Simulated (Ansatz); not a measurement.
**Formation energy and levels of the substitutional impurity Te_Br in Li6MgBr8 (Fm-3m)**

Charge states of Te_Br in Li6MgBr8 (Fm-3m), set against the band edges. Model: a cell of 60 host atoms with 1 Br taken out and 1 Te put in.

Calculated with Ansatz 0.2.0; place-levels on PBEsol runs: charge-transition levels and formation energies with image-charge correction and potential alignment at the atomic sites.

## (1) Set-up

The cell holds 60 atoms: 24 Li, 4 Mg, 31 Br and 1 Te. Cell: a = 10.847 Å, b = 10.847 Å, c = 10.847 Å, α = 90.0°, β = 90.0°, γ = 90.0°. It derives from Li6MgBr8 (space group Fm-3m). Nearest the centre at fractional (0.250, 0.250, 0.750): Te33 at 0.00 Å, Li21 at 2.71 Å, Li13 at 2.71 Å, Li2 at 2.71 Å, Li17 at 2.71 Å, Li9 at 2.71 Å, Li7 at 2.71 Å, Br55 at 3.84 Å.

The host's dielectric constants go in as inputs: 3.52 for the electrons alone, 11.03 with the ions, from a response run on this crystal (DFPT, PBEsol) at that run's own cell.

The cell's shortest repeat is 10.8 Å.

## (2) What was run first

A transition level is the Fermi level at which two charge states cost the same, so each charge needs its own total energy, at its own relaxed structure.

Random displacements of about 0.05 Å break the site symmetry at the start, so that the relaxation can reach a distorted minimum if there is one. Forces are taken at one point at (¼, ¼, ¼). The cell holds 1 electron more than the neutral one, with a uniform background that keeps it neutral on the whole.

The sampling was tested on the host first: at the k-points planned (1x1x1 shifted 0.25 0.25 0.25) its energy lies 0.000 eV an atom from the dense-mesh value, under the bound of 0.02 eV set for this test; that bounds the host's error, not the defect's.

One state's input; the others differ in charge, spin, start and seed, and in occupations where the table says so.

File qm1.relax/input.yaml:

```yaml
crystal:
  lattice:
    - [10.84714592, 0.0, 0.0]
    - [0.0, 10.84714592, 0.0]
    - [0.0, 0.0, 10.84714592]
  atoms:
    - { symbol: Li, position: [0.25, 0.0, 0.25] }
    - { symbol: Li, position: [0.25, 0.5, 0.75] }
[... 4 atom lines left out ...]
    - { symbol: Li, position: [0.5, 0.25, 0.75] }
[... 1 atom line left out ...]
    - { symbol: Li, position: [0.0, 0.25, 0.75] }
[... 3 atom lines left out ...]
    - { symbol: Li, position: [0.25, 0.0, 0.75] }
[... 3 atom lines left out ...]
    - { symbol: Li, position: [0.25, 0.25, 0.0] }
[... 3 atom lines left out ...]
    - { symbol: Li, position: [0.25, 0.25, 0.5] }
[... 3 atom lines left out ...]
    - { symbol: Mg, position: [0.0, 0.0, 0.0] }
[... 7 atom lines left out ...]
    - { symbol: Br, position: [0.25, 0.25, 0.75] }
[... 3 atom lines left out ...]
    - { symbol: Br, position: [0.0, 0.24494824, 0.0] }
[... 1 atom line left out ...]
    - { symbol: Br, position: [0.5, 0.24494824, 0.5] }
[... 1 atom line left out ...]
    - { symbol: Br, position: [0.25505176, 0.0, 0.5] }
    - { symbol: Br, position: [0.25505176, 0.5, 0.0] }
[... 2 atom lines left out ...]
    - { symbol: Br, position: [0.24494824, 0.0, 0.0] }
    - { symbol: Br, position: [0.24494824, 0.5, 0.5] }
[... 2 atom lines left out ...]
    - { symbol: Br, position: [0.0, 0.0, 0.75505176] }
[... 2 atom lines left out ...]
    - { symbol: Br, position: [0.5, 0.5, 0.75505176] }
[... 1 atom line left out ...]
    - { symbol: Br, position: [0.0, 0.5, 0.74494824] }
    - { symbol: Br, position: [0.5, 0.0, 0.74494824] }
[... 1 atom line left out ...]
    - { symbol: Br, position: [0.0, 0.25505176, 0.5] }
[... 1 atom line left out ...]
    - { symbol: Br, position: [0.5, 0.25505176, 0.0] }
    - { symbol: Br, position: [0.5, 0.75505176, 0.5] }
  supercell: [1, 1, 1]
  defects: [{ substitution: { at: 32, symbol: Te } }]
total_charge: -1
basis:
  ecutwfc: 420
  xc_grid: 2
hamiltonian:
  xc: pbesol
kpoints:
  mp_grid: { grid: [1, 1, 1], shift: [0.25, 0.25, 0.25] }
scf:
  occupations: { method: fixed }
  max_iter: 100
output:
  forces: true
  charged_corrections: { epsilon: 3.52, static_epsilon: 11.03 }
relax:
  f_tol: 0.02
  max_steps: 80
  random_displacement: { amplitude: 0.05, seed: 7923 }
checkpoint:
  write: "../qm1.relax.run"
  compress: false
  write_wavefunctions: true
  write_every: 100000
```

Run with:

```console
> ansatz run input.yaml --threads 4 --pin off --max-ram 7536MiB --backend cpu --events-out ev --progress --plain --runs-dir out
```

The relaxed structure is kept and the sampling changed to a 2×2×2 shifted mesh.

The run of this state that the levels use, under PBEsol:

File qm1.point/input.yaml:

```yaml
crystal:
  checkpoint: "../qm1.relax.run"
  host: checkpoint
total_charge: -1
basis:
  ecutwfc: 420
  xc_grid: 2
hamiltonian:
  xc: pbesol
kpoints:
  mp_grid: { grid: [2, 2, 2], shift: [0.5, 0.5, 0.5] }
scf:
  occupations: { method: fermi_dirac, width: 0.01 }
  max_iter: 100
output:
  forces: true
  eigenvalues: true
  charged_corrections:
    epsilon: 3.52
    static_epsilon: 11.03
    defect_position: [0.25, 0.25, 0.75]
  eigenstates: { localisation: true }
  populations: true
  band_densities: [{ bands: [v1, v1] }, { bands: [c1, c1] }]
  write_density: true
  write_potential: true
  volumetric_format: npy
checkpoint:
  read: "../qm1.relax.run"
  write: "../qm1.point.run"
  compress: false
  write_wavefunctions: false
  write_every: 100000
```

Relaxations under PBEsol at one point at (¼, ¼, ¼); times on 4 threads of Arm Neoverse V2, shared host:

| charge | moment (μB) | occupations | outcome | steps | largest displacement against the far atoms (Å) | time |
| --- | --- | --- | --- | --- | --- | --- |
| −1 | 0 | fixed | converged | 4 | 0.09 | 55 s |
| 0 | 1 | fixed | converged | 6 | 0.25 | 2.9 min |

Single points under PBEsol at a 2×2×2 shifted mesh; times on 4 threads of Arm Neoverse V2, shared host:

| charge | moment (μB) | occupations | outcome | time |
| --- | --- | --- | --- | --- |
| −1 | 0 | fermi-dirac | converged | 1.8 min |
| 0 | 1 | fermi-dirac | converged | 4.5 min |

Distances (Å) from Te33 to the nearest atoms after relaxation with PBEsol:

| charge | moment (μB) | 1. | 2. | 3. | 4. | 5. | 6. |
| --- | --- | --- | --- | --- | --- | --- | --- |
| −1 | 0 | Li 2.66 | Li 2.66 | Li 2.66 | Li 2.66 | Li 2.66 | Li 2.66 |
| 0 | 1 | Li 2.79 | Li 2.80 | Li 2.82 | Li 2.82 | Li 2.84 | Li 2.84 |

## (3) place-levels, PBEsol

A charged cell interacts with its images and the background, and its potential has another zero than the host's. place-levels removes the first by a point-charge model, screened by the static dielectric constant since the ions have relaxed around the charge, and the second by comparing potentials at atoms far from the defect.

The host is a run of the defect-free crystal in the same cutoffs, grids and k-points, so that basis and sampling errors cancel in part in the differences. Its band edges come from a run of the primitive cell that searches the zone for them. Chemical potentials are energies per atom of Br (solid Br2 (Cmce)) and Te (trigonal tellurium), run with the same functional and cutoff.

File levels.point.yaml:

```yaml
host:
  run: host.point.run
  levels_from: { run: edges.point.run }
states: [qm1.point.run, q0_M1.point.run]
geometry_from:
  qm1.point.run: qm1.relax.run
  q0_M1.point.run: q0_M1.relax.run
  host.point.run: host.relax.run
chemical_potentials:
  Br:
    energy: -2736.47272
    dataset: "<sha256 of the dataset>"
  Te:
    energy: -6901.512744
    dataset: <sha256 of the dataset>
epsilon: 3.52
static_epsilon: 11.03
vertical:
  - { from: qm1.point.run, to: qm1.point_neutral.run }
```

Run with:

```console
> ansatz place-levels levels.point.yaml -- --threads 4 --pin off --max-ram 7536MiB
```

Numbers of over 12 decimals in the logs are rounded to 6 here.

The log of the run:

```text
(0/-1) 1.632 eV above the valence edge, 3.045 eV under the conduction edge
formation energy of charge 0: +3.176 eV with the Fermi level at the valence edge
formation energy of charge -1: +4.808 eV with the Fermi level at the valence edge
vertical -1 to 0: no energy, since no alignment is typed
  the change from vertical[0].from (qm1.point.run) to vertical[0].to (qm1.point_neutral.run): by its potential at epsilon 3.52 it stands at 0.250 0.250 0.749, with an rms radius of about 2.5 Å (1.5 1.5 1.5 Å across the planes of the cell's vectors); [...]
  edges by pbesol of host.levels_from (edges.point.run), its mesh sampled to repeats of 38.35 Å (the valence edge +0.047 eV and the conduction edge -0.594 eV from those of the host's own run), gap 4.678 eV; the host is sampled to repeats of 30.68 Å
  the defect's cells are sampled to repeats of 30.68 Å, like sampling
  charge 0: +0.000 eV for its dipole among its images, +0.000 omitted
  charge -1: -104338.0609 eV with its correction of +0.054 eV, at epsilon 11.03, aligned at sites: +0.1167 eV, mean over 37 atomic sites at or beyond 5.42 Å from the defect at [0.2500, 0.2500, 0.7500], with +0.000000 for the charge's moments and without [...]
  vertical[0].to (qm1.point_neutral.run): levels filled in part (TS 0.014 eV): its energy is of no whole electron's
```

The job ended after 0.27 s (4 threads of Arm Neoverse V2, shared host).

Under PBEsol the gap is 4.68 eV, (0/−1) 1.63 eV.

Levels between the charges placed, in eV above the valence top:

|  | gap (eV) | (0/−1) |
| --- | --- | --- |
| PBEsol | 4.68 | 1.63 |

Corrections by state:

| charge | moment (μB) | image terms and alignment (eV) | band filling (eV) | ε used | over the lowest of its charge, as the program ranks them, band filling apart (eV) |
| --- | --- | --- | --- | --- | --- |
| 0 | 1.0 | 0.000 | - | - | 0.000 |
| −1 | 0.0 | 0.054 | - | 11.03 | 0.000 |

The charged structures listed were also run neutral, and place-levels reads from each pair, by the potential or the spins, how wide the charge is by which they differ; that can be the carrier of either run.

| charge | rms radius (Å) | spread where it is widest against the cell (Å) | wide from (Å) | reading |
| --- | --- | --- | --- | --- |
| −1 | 2.5 | 1.46 | 1.88 | narrow |

The neutral runs of these pairs need not share the spin of the lowest neutral state, and very wide values only mean spread over the cell.

Chemical potentials of the elements' reference phases, run alike. Formation energies (elemental references), with the Fermi level at the valence top and at the conduction bottom (gap 4.68 eV):

| charge | at valence top (eV) | at conduction bottom (eV) | correction included (eV) |
| --- | --- | --- | --- |
| 0 | 3.18 | 3.18 | 0.00 |
| −1 | 4.81 | 0.13 | 0.05 |

| Fermi level (eV) | lowest formation energy (eV) |
| --- | --- |
| 0.00 | 3.18 |
| 0.42 | 3.18 |
| 0.85 | 3.18 |
| 1.27 | 3.18 |
| 1.70 | 3.11 |
| 2.12 | 2.68 |
| 2.55 | 2.26 |
| 2.98 | 1.83 |
| 3.40 | 1.41 |
| 3.83 | 0.98 |
| 4.25 | 0.56 |
| 4.68 | 0.13 |

## (4) The same at the relaxations' own k-points

The relaxations' own energies give the levels at their sampling, for comparison.

File levels.relax_mesh.yaml:

```yaml
host:
  run: host.relax.run
  levels_from: { run: edges.relax.run }
states: [qm1.relax.run, q0_M1.relax.run]
chemical_potentials:
  Br:
    energy: -2736.47272
    dataset: "<sha256 of the dataset>"
  Te:
    energy: -6901.512744
    dataset: <sha256 of the dataset>
```

Run with:

```console
> ansatz place-levels levels.relax_mesh.yaml -- --threads 4 --pin off --max-ram 7536MiB
```

The log of the run:

```text
(0/-1) 1.652 eV above the valence edge, 3.026 eV under the conduction edge
formation energy of charge 0: +3.156 eV with the Fermi level at the valence edge
formation energy of charge -1: +4.808 eV with the Fermi level at the valence edge
  edges by pbesol of host.levels_from (edges.relax.run), its mesh sampled to repeats of 38.35 Å (the valence edge +0.047 eV and the conduction edge -0.595 eV from those of the host's own run), gap 4.678 eV; the host is sampled to repeats of 15.34 Å
[... the lines on each state left out ...]
```

The job ended after 0.13 s (4 threads).

Levels between neighbouring charges, in eV above the valence top:

|  | gap (eV) | (0/−1) |
| --- | --- | --- |
| one point at (¼, ¼, ¼) | 4.68 | 1.65 |
| a 2×2×2 shifted mesh | 4.68 | 1.63 |

Going from one point at (¼, ¼, ¼) to a 2×2×2 shifted mesh moves the levels that carry no band-filling term by up to 0.02 eV and formation energies against the elements by up to 0.02 eV.

## (5) Levels against the band edges, r2SCAN

r2SCAN on the same structure is run to see how far the result rests on the functional, though not on the errors that semilocal functionals share; the sampling changes too, to one point at (¼, ¼, ¼), so differences hold both changes.

File qm1.r2scan/input.yaml:

```yaml
crystal:
  checkpoint: "../qm1.relax.run"
  host: checkpoint
total_charge: -1
basis:
  ecutwfc: 500
  xc_grid: 2
hamiltonian:
  xc: r2scan
kpoints:
  mp_grid: { grid: [1, 1, 1], shift: [0.25, 0.25, 0.25] }
scf:
  occupations: { method: fermi_dirac, width: 0.01 }
  max_iter: 100
output:
  forces: true
  eigenvalues: true
  charged_corrections:
    epsilon: 3.52
    static_epsilon: 11.03
    defect_position: [0.25, 0.25, 0.75]
checkpoint:
  write: "../qm1.r2scan.run"
  compress: false
  write_wavefunctions: false
  write_every: 100000
```

Elapsed: 35 s, on 4 threads; peak memory 2.5 GiB; 1.7 min of CPU time.

File levels.r2scan.yaml:

```yaml
host:
  run: host.r2scan.run
  levels_from: { run: edges.r2scan.run }
states: [qm1.r2scan.run, q0_M1.r2scan.run]
geometry_from:
  qm1.r2scan.run: qm1.relax.run
  q0_M1.r2scan.run: q0_M1.relax.run
  host.r2scan.run: host.relax.run
chemical_potentials:
  Br:
    energy: -2792.85859
    dataset: "<sha256 of the dataset>"
  Te:
    energy: -6994.822915
    dataset: <sha256 of the dataset>
```

Run with:

```console
> ansatz place-levels levels.r2scan.yaml -- --threads 4 --pin off --max-ram 7536MiB
```

The log of the run:

```text
(0/-1) 1.993 eV above the valence edge, 3.655 eV under the conduction edge
formation energy of charge 0: +3.292 eV with the Fermi level at the valence edge
formation energy of charge -1: +5.286 eV with the Fermi level at the valence edge
  edges by r2scan of host.levels_from (edges.r2scan.run), its mesh sampled to repeats of 38.35 Å (the valence edge +0.048 eV and the conduction edge -0.559 eV from those of the host's own run), gap 5.648 eV; the host is sampled to repeats of 15.34 Å
[... the lines on each state left out ...]
```

Run time: 0.18 s. Hardware: 4 threads.

Under r2SCAN the gap is 5.65 eV, (0/−1) 1.99 eV.

## (6) The ladder

Levels between neighbouring charges, in eV above each run's own valence top:

|  | gap (eV) | (0/−1) | CPU time a state at this stage (restarts are quicker than cold starts) |
| --- | --- | --- | --- |
| PBEsol, 2×2×2 shifted mesh | 4.68 | 1.63 | 9.4 min |
| r2SCAN on PBEsol structures, (¼, ¼, ¼) | 5.65 | 1.99 | 4 min |

## (7) Summary of results

| Property | Result |
| --- | --- |
| gap of the host | 4.68 eV (PBEsol) |
| level (0/minus 1) | 1.63 eV above the valence top |
| lowest of the charges placed, just above the valence top (0.02 eV) | 0 |
| lowest of the charges placed, just below the conduction bottom (0.02 eV) | −1 |
| lowest formation energy at mid-gap of the charges run, elemental references | 2.47 eV |

**Reading.** Of the charges placed (−1 and 0), the lowest changes at 1.63 eV (0/−1) above the valence top, in a gap of 4.68 eV. Charges above 0 and below −1 were not placed, so these runs say nothing of levels that involve them. States placed: 0 at 1 μB; −1 at 0 μB. Other spin states or structures, where not listed, weren't placed. Te is taken at its element; compounds, which aren't counted here, bound the chemical potentials and would shift these formation energies. Going from one point at (¼, ¼, ¼) to a 2×2×2 shifted mesh moves the levels that carry no band-filling term by up to 0.02 eV and formation energies against the elements by up to 0.02 eV. Keep in mind: PBEsol makes the gap too small and tends to spread out bound carriers; spin–orbit coupling, which can matter with heavy atoms, is left out.

[Logs are printed without paths, hosts, clocks, repeated set-up lines and the standing remarks that a program may print on its own settings, such as how far it seeks lower states.]

[Hosts, paths, dates, database ids (printed as entryN), source tags and the programs' standing remarks are cut or masked in the printed files.]

[Where a table of states has a column of steps, it counts the stored structures, which are thinned; the runs took as many ionic steps or more.]

[A defect's name tells the site on which it was built; relaxed atoms can leave that site.]

[For some hosts the program warned that the k-mesh of the response run may be too coarse for force constants and the static dielectric constant; such warnings are not shown here.]
